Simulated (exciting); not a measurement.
Two BSE runs for the N K edge of Ba2NF, space group R-3m. Run A: exciting, all-electron LAPW+lo, LDA, exchange and screened direct term (singlet BSE), 3×3×3 shifted k points, 57 conduction bands, |G+q| up to 3 bohr⁻¹, full RPA screening with nempty = 86, Lorentzian half width 0.45 eV. Run B differs in one setting: k mesh, kernel cutoff, basis, band set, screening or width.

Energy from the Kohn–Sham onset, core level to the lowest empty state found on the meshes used; one zero for both, scaled to A's maximum:

```csv
E (eV),A,B
-5.0,0.01,0.04
-4.5,0.02,0.05
-4.0,0.02,0.06
-3.5,0.02,0.07
-3.0,0.03,0.08
-2.5,0.04,0.10
-2.0,0.05,0.12
-1.5,0.06,0.15
-1.0,0.10,0.20
-0.5,0.17,0.27
0.0,0.33,0.37
0.5,0.60,0.48
1.0,0.93,0.57
1.5,0.93,0.60
2.0,0.71,0.60
2.5,0.60,0.57
3.0,0.62,0.56
3.5,0.60,0.55
4.0,0.56,0.54
4.5,0.60,0.54
5.0,0.67,0.53
5.5,0.64,0.51
6.0,0.48,0.47
6.5,0.40,0.45
7.0,0.56,0.43
7.5,0.55,0.40
8.0,0.34,0.35
8.5,0.23,0.30
9.0,0.19,0.26
9.5,0.19,0.24
10.0,0.20,0.22
10.5,0.18,0.21
11.0,0.16,0.20
11.5,0.17,0.20
12.0,0.20,0.20
12.5,0.21,0.20
13.0,0.20,0.20
13.5,0.16,0.19
14.0,0.15,0.19
14.5,0.19,0.20
15.0,0.23,0.21
15.5,0.23,0.22
16.0,0.24,0.23
16.5,0.28,0.24
17.0,0.30,0.24
17.5,0.29,0.23
18.0,0.22,0.21
18.5,0.19,0.19
19.0,0.16,0.18
19.5,0.15,0.16
20.0,0.14,0.15
20.5,0.13,0.15
21.0,0.12,0.14
21.5,0.14,0.14
22.0,0.14,0.14
22.5,0.15,0.15
23.0,0.17,0.15
23.5,0.16,0.14
24.0,0.14,0.14
24.5,0.15,0.14
```

Q: Which is the likeliest?

The half width (eV) from 0.45 to 1.35. The spectrum differs from run A by 24 % r.m.s. The highest maximum lies at 1.6 eV (0.61), against 1.3 eV (1.00). Only the width of each line changes; the area stays. A table step wider than the lines misses their tops. Other settings could leave a like mark; this is the change that was made.

[Banner, clock and machine lines of the logs are left out without a mark of their own.]

[Logs are printed without paths, hosts, clocks, repeated set-up lines and the standing remarks that a program may print on its own settings, such as how far it seeks lower states.]

[Hosts, paths, dates, database ids (printed as entryN), source tags and the programs' standing remarks are cut or masked in the printed files.]
